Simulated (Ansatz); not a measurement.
# LiPb (Pm-3m): from the cell to its phonons, part 2 of 2

Aim: the vibrations of LiPb (Pm-3m), their spectra, and whether the structure is stable.

Ansatz 0.2.0; DFT PBEsol, scalar-relativistic, plane waves, PseudoDojo norm-conserving pseudopotentials.

So far. Step 3 (Tight relaxation): The forces vanish by symmetry and the pressure is -0.004 GPa, within the tolerances set. The cell now holds 21.69 Å³/atom. The relaxed cell has a = 3.514 Å (conventional setting).

The database entry behind the starting cell is an old determination (1941), so it need not match the best structure at ambient conditions.

### 4. Modes at Γ

The zone centre comes first: it holds the modes that light can see, as far as symmetry allows. No field response is asked, since the mesh shows no gap.

input.yaml

```yaml
crystal:
  lattice:
    - [3.5138236114, 0.0, 0.0]
    - [0.0, 3.5138236114, 0.0]
    - [0.0, 0.0, 3.5138236114]
  atoms:
    - { symbol: Li, position: [0.5, 0.5, 0.5] }
    - { symbol: Pb, position: [0.0, 0.0, 0.0] }
kpoints:
  mp_grid: { grid: [12, 12, 12] }
hamiltonian:
  xc: pbesol
  pseudopotentials: { kind: nc, accuracy: standard }
scf:
  occupations: { method: methfessel_paxton, width: 0.15 }
output:
  eigenvalues: true
phonons:
  method: dfpt
```

Launch:

```
ansatz run input.yaml --threads 4 --pin off --max-ram 7168MiB --backend cpu --events-out ev --progress --plain --runs-dir out
```

Numbers of over 12 decimals in the logs are rounded to 6 here.

The log of the run:

```text
[...]
Crystal: 2 atoms, lattice volume = 43.385 Å³
Basis set: ecut = 1006.821291 eV, 3119 PW (Γ), exchange–correlation on 80×80×80 points (8 copies of the dense FFT grid, shifted against one another)
Bands: 13, of which v1, the nominal top of the filled ones, is band 9 counted from 1 (8 counted from 0)
Symmetry: 48 space group operations
k-points: 196 of 1728 (irreducible under 8 space group operations, time reversal used)
[...]
SCF iter   1: F=—  HF=-2094.201917 eV  |F-HF|=—  |Δ(HF+E_count)|=         —  Δρ=2.79e-2  dr2=4.60e-1  ethr=3.10e-3  ⟨swp⟩=5.0  Hψ=14667  notcnv=0
[...]
SCF iter   7: F=-2093.966596 eV  HF=-2093.966596 eV  |F-HF|=0.00e0  |Δ(HF+E_count)|=  6.23e-11  S|Δr|=    0.00e0  Δρ=8.86e-8  dr2=2.40e-12  ethr=1.00e-12  ⟨swp⟩=9.1  Hψ=14856  notcnv=0
SCF 1 converged in 7 iterations: F = -2093.966596 eV  dr2 = 2.40e-12
DFPT response loops at Γ: preconditioner auto → Kerker (q_TF=auto, 2.334 Å⁻¹) (partly filled bands, converged f_vac=0.000); β = 1.00, the filter's whole step (`scf.mixing.beta` (0.50) is not read by the response loops under this deck's `scf.mixing.preconditioner`; to damp them name `kerker` or `kerker_dos`, under which they read `scf.mixing.beta`, and type it under 1.00, their step now; both keys bind the ground state too); Broyden in place of MSR1
SCF converged after 7 iterations
[...]
Free energy (F): -2093.966596 eV
[...]
Internal energy: -2093.966815 eV  (E = F + TS)
E sigma→0 (E₀):  -2093.966651 eV
Entropy (-TS):   0.000219 eV (0.110 meV/atom)
Fermi energy:    8.682379 eV
[...]
--- Band table (eV; the first three rows and the last of 196) ---
  k-point 0: bands = [... 5 lower, -7.9765, -1.9718, 10.9463, 10.9463, 10.9463, 14.2639, 15.1500, 15.1500]
  k-point 1: bands = [... 5 lower, -7.9760, -1.9015, 10.1322, 11.0439, 11.0439, 14.4273, 15.2091, 15.9396]
  k-point 2: bands = [... 5 lower, -7.9747, -1.6941, 8.6450, 11.3316, 11.3316, 14.5134, 15.3861, 17.7320]
  k-point 195: bands = [... 5 lower, -7.8411, 2.9425, 8.0324, 8.0324, 8.0324, 11.1652, 11.1652, 11.1652]
--- Phonons (Γ-DFPT): 2 representative perturbations + reference, on 196 of 1728 k-points (Σ response iterations 7) ---
  k mesh reduced under 8 symmetry operations, with k and −k counted as one. Each operation leaves every solved perturbation unchanged. A smaller set is not used because it would not reduce the number of displacements times k-points to solve
  ASR residual: 1.008e-4 → 0.000e0 eV/Å²; symmetrization residual: 1.381e-6 eV/Å²
  ASR residual per site (eV/Å²): 3.45e-5 1.01e-4
  Γ frequencies (cm⁻¹): 0.00 0.00 0.00 257.06 257.06 257.06
  non-analytic LO–TO correction: not included (Born effective charges unavailable; polar crystals: no LO–TO splitting at Γ)
```

It took 17 s on 4 threads of Arm Neoverse V2, shared host; peak memory 1.2 GiB.

Numbers from this step:

```
sum-rule residual before enforcement                    : 1.01e-4 eV/Å²
point group                                             : m-3m
highest optical mode at the zone centre (no LO-TO term) : 257.1 cm⁻¹
lowest optical zone-centre mode                         : 257.1 cm⁻¹
```

Patterns of degenerate modes are one choice out of their space. The modes at Γ (shares of kinetic energy by element, %):

```
mode  frequency (cm⁻¹)  symmetry  Li %  Pb %
   1               0.0  acoustic     3    97
   2               0.0  acoustic     3    97
   3               0.0  acoustic     3    97
   4             257.1       T1u    97     3
   5             257.1       T1u    97     3
   6             257.1       T1u    97     3
```

Displacements in mode 6 (257.1 cm⁻¹), the largest set to 1:
```
Li1  0.00  0.00  1.00
Pb2  0.00  0.00 -0.03
```

Before it was imposed, the acoustic sum rule was missed by 1.0e-4 eV/Å². Small misses are needed for a sound result but don't prove that mesh and cutoff are converged. The lowest optical mode is real, 257 cm⁻¹.

### 5. Response at finite wavevector

Stability and thermal properties need the whole zone. Linear response on a 4×4×4 q mesh gives force constants as far as a supercell of that size would.

input.yaml: that of step 4 with these lines changed.

```diff
@@ -19 +19,8 @@
   method: dfpt
+  qmesh: [4, 4, 4]
+  temperatures: { t_max: 1000, t_step: 50 }
+  qpath:
+    path:
+      - [[0.0, 0.0, 0.0], [0.0, 0.5, 0.0], [0.5, 0.5, 0.0], [0.0, 0.0, 0.0], [0.5, 0.5, 0.5], [0.0, 0.5, 0.0]]
+      - [[0.5, 0.5, 0.5], [0.5, 0.5, 0.0]]
+    npoints: 10
```

The log of the run:

```text
[...]
Crystal: 2 atoms, lattice volume = 43.385 Å³
Basis set: ecut = 1006.821291 eV, 3119 PW (Γ), exchange–correlation on 80×80×80 points (8 copies of the dense FFT grid, shifted against one another)
Bands: 13, of which v1, the nominal top of the filled ones, is band 9 counted from 1 (8 counted from 0)
Symmetry: 48 space group operations
k-points: 84 of 1728
[...]
SCF iter   1: F=—  HF=-2094.201937 eV  |F-HF|=—  |Δ(HF+E_count)|=         —  Δρ=2.79e-2  dr2=4.59e-1  ethr=3.10e-3  ⟨swp⟩=5.0  Hψ=6322  notcnv=0
[...]
SCF iter   7: F=-2093.966596 eV  HF=-2093.966596 eV  |F-HF|=1.36e-12  |Δ(HF+E_count)|=  6.55e-11  S|Δr|=    0.00e0  Δρ=8.52e-8  dr2=1.93e-12  ethr=1.00e-12  ⟨swp⟩=9.0  Hψ=6320  notcnv=0
SCF 1 converged in 7 iterations: F = -2093.966596 eV  dr2 = 1.93e-12
phonons: the bands overlap, so this run is a metal and interpolates without the dipole-dipole term. If the crystal is really an insulator or semiconductor, its LO-TO splitting is missing
NSCF: frozen V_eff on 84 k-points
WARN: eigensolver did not converge in 5 slots of this pass, the one above among them; of largest residual over every band (k=9): 1 band(s) unlocked (lowest unlocked band 12, counted from 0; max residual 1.54e-4 eV among the unlocked bands, 1.54e-4 eV over every band); of lowest unlocked band (k=9): band 12
[...]
DFPT response loops at q = (0, 0, 0) (fractional): preconditioner auto → Kerker (q_TF=auto, 2.334 Å⁻¹) (partly filled bands, converged f_vac=0.000); β = 1.00, the filter's whole step (`scf.mixing.beta` (0.50) is not read by the response loops under this deck's `scf.mixing.preconditioner`; to damp them name `kerker` or `kerker_dos`, under which they read `scf.mixing.beta`, and type it under 1.00, their step now; both keys bind the ground state too); Broyden in place of MSR1
[...]
SCF converged after 7 iterations
[...]
Free energy (F): -2093.966596 eV
[...]
Internal energy: -2093.966815 eV  (E = F + TS)
E sigma→0 (E₀):  -2093.966651 eV
Entropy (-TS):   0.000219 eV (0.110 meV/atom)
Fermi energy:    8.682379 eV
[...]
--- Band table (eV; the first three rows and the last of 84) ---
  k-point 0: bands = [... 5 lower, -7.9765, -1.9718, 10.9463, 10.9463, 10.9463, 14.2639, 15.1500, 15.1500]
  k-point 1: bands = [... 5 lower, -7.9760, -1.9015, 10.1322, 11.0439, 11.0439, 14.4273, 15.2091, 15.9396]
  k-point 2: bands = [... 5 lower, -7.9747, -1.6941, 8.6450, 11.3316, 11.3316, 14.5134, 15.3861, 17.7320]
  k-point 83: bands = [... 5 lower, -7.8411, 2.9425, 8.0324, 8.0324, 8.0324, 11.1652, 11.1652, 11.1652]
--- Phonons (Γ-DFPT): 2 representative perturbations + reference (Σ response iterations 6) ---
  ASR residual: 3.931e-5 → 0.000e0 eV/Å²; symmetrization residual: 4.100e-7 eV/Å²
  ASR residual per site (eV/Å²): 3.64e-5 3.93e-5
  Γ frequencies (cm⁻¹): 0.00 0.00 0.00 257.06 257.06 257.06
--- Phonons (arbitrary-q DFPT): 10 irreducible q on the 4×4×4 mesh ---
  q = [0.0000, 0.0000, 0.0000] (star 1, of the zone-centre solve; hermiticity 5.03e-7, symmetrization 7.89e-15): -0.00 -0.00 0.00 257.06 257.06 257.06
  q = [0.0000, 0.0000, 0.2500] (star 6, 4 solved perturbations in 1848 linear systems a pass and spin channel, the states on 588 of 1728 k-point pairs; hermiticity 7.30e-7, symmetrization 6.55e-13, the responses' own estimated error 1.5e-5 eV/Å²): 33.56 33.56 49.89 245.09 245.09 252.35
[...]
q = [0.0000, 0.2500, -0.5000] (star 12, 6 solved perturbations on 588 of 1728 k-point pairs; hermiticity 1.04e-8, symmetrization 5.83e-14, the responses' own estimated error 1.5e-5 eV/Å²): 46.68 49.33 52.70 248.98 255.62 260.37
[...]
sum rule: each row above includes the acoustic sum rule's correction from the zone centre's row sums; it moved no ω² by more than (1.19 cm⁻¹)²
  mesh force constants: q→R imaginary residual 2.83e-18; ASR residual 3.931e-5 → 0.000e0 eV/Å²; symmetrization residual 8.882e-16 eV/Å²
  interpolated dispersion: 62 rows × 6 modes
  density of states and harmonic sums: on the 20×20×20 q-mesh, interpolated from the force constants of a 4×4×4 supercell (no non-analytic term)
  largest difference from the sums on the solved wave vectors: F 1.46e-2 eV, S 1.87e-5 and C_V 4.01e-6 eV/K
  zero-point energy: 0.055626 eV/cell   skipped modes (ω ≤ 0): 3   left out of the sums: 6.25e-5 of the cell's modes: C_V's classical limit lies that fraction below 3 k_B per atom; for a crystal, a wire or a layer, F and S can be off by more, and a phonons.interpolated_qmesh denser along its periods is the remedy for the sampling
```

Run time: 6.6 min. Hardware: 4 threads; peak memory 3.5 GiB; 26 min of CPU time.

This step gave:

| Item | Value |
| --- | --- |
| sum-rule residual before enforcement | 3.93e-5 eV/Å² |
| lowest frequency on the path | 0 cm⁻¹ |
| highest frequency on the path or at a solved wavevector | 273.1 cm⁻¹ |
| mean frequency | 149.6 cm⁻¹ |
| Debye temperature (second moment) | 337 K |
| logarithmic mean frequency | 107.5 cm⁻¹ |
| lowest mode on the q mesh (acoustic modes at Γ apart) | 21.9 cm⁻¹ |
| zero-point energy per atom | 27.81 meV |
| heat capacity at 300 K | 23.47 J/(mol atoms K) |
| vibrational entropy at 300 K | 42.24 J/(mol atoms K) |
| edges of the widest gap between branches, on path and mesh | 66.9, 225.9 cm⁻¹ |

Frequencies (cm⁻¹) solved at each irreducible wavevector; negative means imaginary. Frequencies by wavevector, by row:

```
q in reciprocal lattice units  star  mode 1  mode 2  mode 3  mode 4  mode 5  mode 6
                        0 0 0     1       0       0       0   257.1   257.1   257.1
                     0 0 0.25     6    33.6    33.6    49.9   245.1   245.1   252.3
                     0 0 -0.5     3    50.9    50.9    66.9   237.7   237.7   263.5
                  0 0.25 0.25    12    29.8    44.6    66.5   243.1   245.8     261
                  0 0.25 -0.5    12    46.7    49.3    52.7     249   255.6   260.4
                  0 -0.5 -0.5     3      31      31    53.7   259.4   273.1   273.1
               0.25 0.25 0.25     8    49.5    49.5    64.1   245.9   245.9   259.7
               0.25 0.25 -0.5    12      46    47.8    57.9   232.6   252.8   268.1
               0.25 -0.5 -0.5     6    37.7    37.7    64.2     247   254.8   254.8
               -0.5 -0.5 -0.5     1    21.9    21.9    21.9   225.9   225.9   225.9
```

Interpolated from a 4×4×4 q mesh. Phonon branches along the path, in cm⁻¹:

```
    point  branch 1  branch 2  branch 3  branch 4  branch 5  branch 6
        Γ         0         0         0       257       257       257
  halfway        34        34        50       245       245       252
        X        51        51        67       238       238       264
  halfway        47        49        53       249       256       260
        M        31        31        54       259       273       273
  halfway        30        45        66       243       246       261
        Γ         0         0         0       257       257       257
  halfway        50        50        64       246       246       260
        R        22        22        22       226       226       226
  halfway        46        48        58       233       253       268
        X        51        51        67       238       238       264
jump to R        22        22        22       226       226       226
  halfway        38        38        64       247       255       255
        M        31        31        54       259       273       273
```

The phonon branches as a text plot (rows in cm⁻¹):

```
    267 |      ***  *********            ***       ***  **    ***
    256 |******   *********  ********** *   *     * ****     ****
    245 |   ***   **       ******   *******      ***   **  ***
    233 |      ***                         ***  ********** *
    222 |                                     ***         *
    211 |
    199 |
    188 |
    176 |
    165 |
    154 |
    142 |
    131 |
    119 |
    108 |
     97 |
     85 |
     74 |
     63 |     *****        ****      ****          **  ***  ****
     51 |   ** **************  *        ****      ******** *    *
     40 |    **     *** **   ** *   *  *    *    ***        ****
     28 |  **          *********   * **      *  **        **    *
     17 | **                   ***  *         **
      6 |*                      ****
         Γ      X      M          Γ            R        X|R     M
```

Tetrahedra on a 20×20×20 mesh, mean over bins of 5 cm-1. Interpolated from a 4×4×4 q mesh. Table of phonon density of states by wavenumber; read off at these points:

```
wavenumber (cm⁻¹)  phonon density of states (1/cm⁻¹/cell)
                2                                  1.3e-4
               18                                 0.00514
               28                                  0.0147
               42                                   0.100
               52                                   0.100
               68                                  0.0135
               78                                       0
               92                                       0
              108                                       0
              118                                       0
              132                                       0
              142                                       0
              158                                       0
              168                                       0
              182                                       0
              198                                       0
              208                                       0
              222                                       0
              232                                  0.0188
              242                                   0.101
              248                                  0.0829
              258                                   0.113
              272                                 0.00505
```

The partial phonon density of states has structure finer than the step of the table below, so its rows give means over 10 cm⁻¹, whole bins alone (the curve runs from -10 to 291 cm⁻¹). Peaks (cm⁻¹: height): Li 243.6: 0.0955, 256.8: 0.106; Pb 52.5: 0.0978.

Phonopy on the run's constants, 17x17x17 mesh, Gaussian sigma 2.1 cm-1. Interpolated from a 4×4×4 q mesh. The partial phonon density of states by wavenumber; means over each step; values in 1/cm⁻¹/cell:

```
wavenumber (cm⁻¹)       Li       Pb
                0   5.5e-6   2.1e-4
               10   7.6e-5  0.00223
               20   2.2e-4  0.00690
               30   9.3e-4   0.0288
               40  0.00239   0.0812
               50  0.00136   0.0908
               60   4.9e-4   0.0721
               70   4.4e-5   0.0123
               80        0   4.0e-7
               90        0        0
              100        0        0
              110        0        0
              120        0        0
              130        0        0
              140        0        0
              150        0        0
              160        0        0
              170        0        0
              180        0        0
              190        0        0
              200        0        0
              210        0        0
              220   1.4e-4        0
              230   0.0139   5.4e-5
              240   0.0762   6.7e-4
              250   0.0843  0.00150
              260   0.0892  0.00233
              270   0.0306   9.5e-4
              280   2.6e-4   9.3e-6
```

Second derivatives of the energy by pair, one row for each kind of neighbour of each atom listed. Each entry sums the pair over the periodic images of the supercell that the q mesh stands for, and in a polar crystal it holds the long-range dipole part too. Force constants by pair, by row:

```
atom  neighbour  distance (Å)  third of the trace (eV/Å²)  along the pair's line (eV/Å²)
 Li1     itself             0                       1.588                              –
 Li1         Pb         3.043                     -0.2056                        -0.7263
 Li1         Li         3.514                     -0.0033                        -0.0246
 Li1         Li         4.969                     -0.0107                        -0.0297
 Li1         Pb         5.827                    -2.00e-4                        -0.0016
 Li1         Li         6.086                      0.0164                         0.0522
 Li1         Li         7.028                      0.0091                         0.0026
 Pb2     itself             0                       2.706                              –
 Pb2         Li         3.043                     -0.2056                        -0.7263
 Pb2         Pb         3.514                     -0.0363                        -0.2082
 Pb2         Pb         4.969                     -0.0676                        -0.1496
 Pb2         Li         5.827                    -2.00e-4                        -0.0016
 Pb2         Pb         6.086                      0.0314                         0.0215
 Pb2         Pb         7.028                     -0.1686                        -0.3203
```

Harmonic thermodynamic functions per atom, from the density of states. Interpolated from a 4×4×4 q mesh. Thermodynamic functions, by row:

```
T (K)  F_vib (meV/atom)  S (J/mol-atom/K)  C_V (J/mol-atom/K)
    0             27.81                 0                   0
   50             25.71             10.04               11.12
  100             17.95             19.48                16.6
  200             -9.74                33                21.9
  300            -48.99             42.24               23.47
  400            -96.47             49.09               24.09
  500            -150.2              54.5               24.39
  600            -209.1             58.96               24.56
  700            -272.2             62.75               24.66
  800              -339             66.05               24.72
  900              -409             68.97               24.77
 1000            -481.9             71.58                24.8
```

Harmonic mean-square displacement, third of the trace. Interpolated from a 4×4×4 q mesh. Mean square displacements, by row:

```
T (K)  Li1 U_eq (Å²)  Pb2 U_eq (Å²)
    0        0.01066        0.00183
  100        0.01528        0.00704
  300        0.03312         0.0206
  600         0.0634        0.04109
```

Symmetry leaves 10 wavevectors to solve. The lowest mode among them, the acoustic zeros apart, lies at q = (-0.5, -0.5, -0.5) and is real, 21.9 cm⁻¹.

### 6. Results

```json
{
  "space group after relaxation (within 0.01 Å)": "Pm-3m",
  "volume per atom": "21.7 Å³",
  "electronic character": "no gap on this mesh",
  "highest optical mode at the zone centre (no LO-TO term)": "257 cm⁻¹",
  "lowest optical zone-centre mode": "257 cm⁻¹",
  "lowest mode on the q mesh (acoustic modes at Γ apart)": "21.9 cm⁻¹",
  "highest frequency on the path or at a solved wavevector": "273 cm⁻¹",
  "zero-point energy per atom": "27.8 meV",
  "heat capacity at 300 K": "23.5 J/(mol atoms K)",
  "vibrational entropy at 300 K": "42.2 J/(mol atoms K)",
  "Debye temperature (second moment)": "337 K",
  "imaginary modes on the 4×4×4 q mesh": "none"
}
```

**Reading.** The structure is a minimum as far as tested: no mode is imaginary at the 10 irreducible wavevectors of the 4×4×4 mesh, and the softest away from the acoustic zeros lies at 22 cm⁻¹. The optical modes at Γ form one degenerate level at 257 cm⁻¹. The highest mode in this list at Γ, 257.1 cm⁻¹, is mostly motion of Li (97 % of the kinetic energy). On the path and the mesh, the widest gap between branches runs from 67 to 226 cm⁻¹. With no gap, or one that is small against the smearing, the frequencies hang on the k mesh and the smearing, most of all near Kohn anomalies. The phonon runs are without spin polarisation, although the cell has an odd electron count. Spin-orbit coupling is left out, which can matter for the heavy elements here. A phonon run warned that its eigensolver left some bands unconverged in a pass. These are harmonic frequencies at zero temperature: anharmonic shifts, linewidths and thermal expansion are left out.

[Logs are printed without paths, hosts, clocks, repeated set-up lines and the standing remarks that a program may print on its own settings, such as how far it seeks lower states.]

[Hosts, paths, dates, database ids (printed as entryN), source tags and the programs' standing remarks are cut or masked in the printed files.]
